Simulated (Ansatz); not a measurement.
# The perfect Fe wire along [111], 4 atoms a period, part 2 of 2

Aim: is the Fe wire along [111], 4 atoms a period a metal or a semiconductor?

Ansatz 0.2.0; DFT PBE, plane waves, PAW; relaxation of a wire's period; PAW set soft_1 (the session's first sound run).

So far: The starting structure; Relaxing the period.

### 2. Relaxing the period (continued)

The steps of the relaxation:

```csv
step,energy less that of the first step (eV),largest force component (eV/Å),pressure (GPa),volume (Å³)
1,0.0000,0.7670,-1.77,221.44
2,-0.1441,0.3058,-0.62,219.88
3,-0.1668,0.0984,0.23,219.30
4,-0.1678,0.0486,0.15,219.49
5,-0.1688,0.0048,0.03,219.63
6,-0.1690,0.0487,-0.07,219.66
7,-0.1693,0.0293,-0.03,219.58
8,-0.1700,0.0039,0.04,219.51
9,-0.1709,0.0467,-0.03,219.39
10,-0.1712,0.0258,-0.01,219.46
11,-0.1714,0.0591,-0.09,219.53
12,-0.1719,0.0205,0.06,219.50
13*,-0.1713,0.0206,0.06,219.50
```

Relaxation steps marked * repeat the geometry before them on a plane-wave basis chosen anew for their cell, so energy and pressure can jump there.

Forces are held to the 2 operations that the run works with; a distortion that breaks them can't arise in this run.

```csv
cell as run,before,after,change
c (Å),2.451,2.429,-0.9 %
```

The atoms that moved most (Å, along periodic axes as changes of fractional coordinates times the final cell, across vacuum about the mean position):

```csv
atom,dx,dy,dz,length
Fe2,0.454,0.044,0.001,0.456
Fe3,-0.454,-0.044,-0.001,0.456
Fe1,-0.103,0.238,-0.104,0.279
Fe4,0.103,-0.238,0.104,0.279
```

Final coordinates:

```cif
data_structure
_symmetry_space_group_name_H-M 'P 1'
_symmetry_Int_Tables_number 1
_cell_length_a 8.8010
_cell_length_b 10.2660
_cell_length_c 2.4294
_cell_angle_alpha 90.000
_cell_angle_beta 90.000
_cell_angle_gamma 90.000
_cell_volume 219.50
loop_
_atom_site_label
_atom_site_type_symbol
_atom_site_fract_x
_atom_site_fract_y
_atom_site_fract_z
_atom_site_occupancy
Fe1 Fe 0.37461 0.46689 0.95723 1
Fe2 Fe 0.43786 0.67310 0.33385 1
Fe3 Fe 0.56214 0.32690 0.33282 1
Fe4 Fe 0.62539 0.53311 0.70944 1
```

This step gave:

```yaml
energy_at_zero_smearing: -17915.6604 eV
total_moment: 11.92 μB
absolute_moment: 12.19 μB
cell_length_along_the_wire: 2.429 Å
```

Site moment by atom:

```
atom  site moment (μB)
 Fe1              2.72
 Fe2              2.77
 Fe3              2.77
 Fe4              2.72
```

The cell's length comes to 2.429 Å with an absolute moment of 12.19 μB a cell.

### 3. Bands of the perfect wire

This step: DFT PBE, plane waves, PAW; bands of a perfect wire; PAW set soft_1 (Ansatz 0.2.0).

At the relaxed period the bands are computed along the axis; those that cross an energy going forward count the channels that a perfect wire would open there.

input.yaml reads:

```yaml
crystal:
  lattice:
    - [8.801, 0.0, 0.0]
    - [0.0, 10.266, 0.0]
    - [0.0, 0.0, 2.4293876011]
  atoms:
    - { symbol: Fe, position: [0.374610284, 0.466887525, 0.957229544], spin: 2.72 }
    - { symbol: Fe, position: [0.437859146, 0.673096245, 0.333848035], spin: 2.77 }
    - { symbol: Fe, position: [0.562140854, 0.326903755, 0.332818631], spin: 2.77 }
    - { symbol: Fe, position: [0.625389716, 0.533112475, 0.709437123], spin: 2.72 }
magnetization:
  spin_polarized: true
kpoints:
  mp_grid: { grid: [1, 1, 33] }
  band_path: { path: ["Γ", Z], npoints: 90 }
scf:
  occupations: { method: fermi_dirac, width: 0.05 }
hamiltonian:
  xc: pbe
  pseudopotentials: { kind: paw, azcp: { folder: soft_1 } }
output:
  dos: { e_range: [-5, 4] }
  write_potential: true
  write_density: true
  volumetric_format: npy
```

Launch:

```console
$ ansatz run input.yaml --threads 4 --pin off --max-ram 16384MiB --backend cpu --events-out ev --progress --plain --runs-dir out
```

Numbers of over 12 decimals in the logs are rounded to 6 here.

The log of the run:

```text
[...]
Crystal: 4 atoms, lattice volume = 219.498 Å³
Basis set: ecut = 420 eV, 4227 PW (Γ)
Bands: 45, of which v1, the nominal top of the filled ones, is band 32 counted from 1 (31 counted from 0)
Symmetry: 2 space group operations
[...]
k-points: 17 of 33
[...]
Starting moments: Σ|m| = 10.98 μB on 4 of 4 sites
[...]
SCF iter   1: F=—  HF=-17913.868609 eV  |F-HF|=—  |Δ(HF+E_count)|=         —  Δρ=3.04e-2 (↑2.54e-2 ↓3.04e-2)  dr2=1.14e1  dr2_m=1.06e0  M=11.636 μB ∫|m|=11.704 μB  β_m=0.30  ethr=3.10e-3  ⟨swp⟩=9.6  Hψ=7534  notcnv=0  defer=8
[...]
SCF iter  13: F=-17915.679606 eV  HF=-17915.679606 eV  |F-HF|=5.49e-10  |Δ(HF+E_count)|=   7.80e-9  Δρ=7.15e-7 (↑4.09e-7 ↓7.15e-7)  dr2=1.32e-9  dr2_m=3.75e-10  M=11.919 μB ∫|m|=12.189 μB  ethr=1.03e-10  ⟨swp⟩=10.1  Hψ=5914  notcnv=0
SCF 1 converged in 13 iterations: F = -17915.679606 eV  dr2 = 1.32e-9
[...]
WARN: The output density's exchange-correlation potential varies sharply where the density is thin. Do not read a vacuum level from v_tot or v_xc, or from such a field of the output density. On a cell that repeats whose density bears no net charge and no dipole along the vacuum's axis use v_es (v_loc + v_h of the components); under efield.dipole_correction with no amplitude use v_es + v_field, which holds any externa [...]
NSCF: frozen V_eff on 91 k-points
SCF converged after 13 iterations
Magnetization: 11.9193 μB (37.9597 up, 26.0403 down)
Absolute magnetization: 12.1905 μB (∫|ρ↑−ρ↓|, with the PAW one-centre terms)
[...]
Per-site moments (μB) at R_I (Å): [(2.722399, 0.978047), (2.770635, 0.978047), (2.770635, 0.978047), (2.722399, 0.978047)]
Free energy (F): -17915.679606 eV
[...]
Internal energy: -17915.641197 eV  (E = F + TS)
E sigma→0 (E₀):  -17915.660401 eV
Entropy (-TS):   -0.038409 eV (-9.602 meV/atom)
Fermi energy:    0.921672 eV
[...]
--- Band table (eV; the first three rows and the last of 34) ---
  k-point 0 ↑: bands = [... 28 lower, -0.9760, -0.9129, -0.7454, -0.7055, -0.6036, -0.4494, -0.3114, -0.2087, ... 9 higher]
  k-point 1 ↑: bands = [... 28 lower, -0.9833, -0.9165, -0.7411, -0.7151, -0.5999, -0.5006, -0.2682, -0.1928, ... 9 higher]
  k-point 2 ↑: bands = [... 28 lower, -1.0040, -0.9404, -0.8259, -0.6599, -0.5809, -0.5786, -0.3145, -0.1114, ... 9 higher]
  k-point 16 ↓: bands = [... 28 lower, 1.7695, 1.8701, 2.1096, 2.4617, 2.5053, 2.6045, 2.9835, 3.0437, ... 9 higher]
```

Wall time 23 s (4 threads of Arm Neoverse V1, shared host); peak memory 1 GiB; 90 s of CPU time.

This step gave:

* band gap: 0 eV

Between Γ and Z the bands cross the Fermi level 10 times, so a perfect wire would conduct at least 5 G₀, with an absolute moment of 12.19 μB a cell.

### 4. Summary of results

| Quantity | Value |
| --- | --- |
| cell length, PBE | 2.429 Å |
| absolute moment, PBE | 12.2 μB |
| ballistic conductance by band crossings, a lower bound, PBE | 5 G₀ |

Under PBE the cell's length is 2.43 Å, the absolute moment is 12.19 μB a cell, and the bands cross the Fermi level 10 times between Γ and Z, which gives a perfect wire at least 5 G₀ (opposite crossings within one step of the path cancel in such a count). In the perfect wire the moments were started parallel, and no opposed start was run. No search over magnetic orders was made; another may lie lower.

[Logs are printed without paths, hosts, clocks, repeated set-up lines and the standing remarks that a program may print on its own settings, such as how far it seeks lower states.]

[Hosts, paths, dates, database ids (printed as entryN), source tags and the programs' standing remarks are cut or masked in the printed files.]
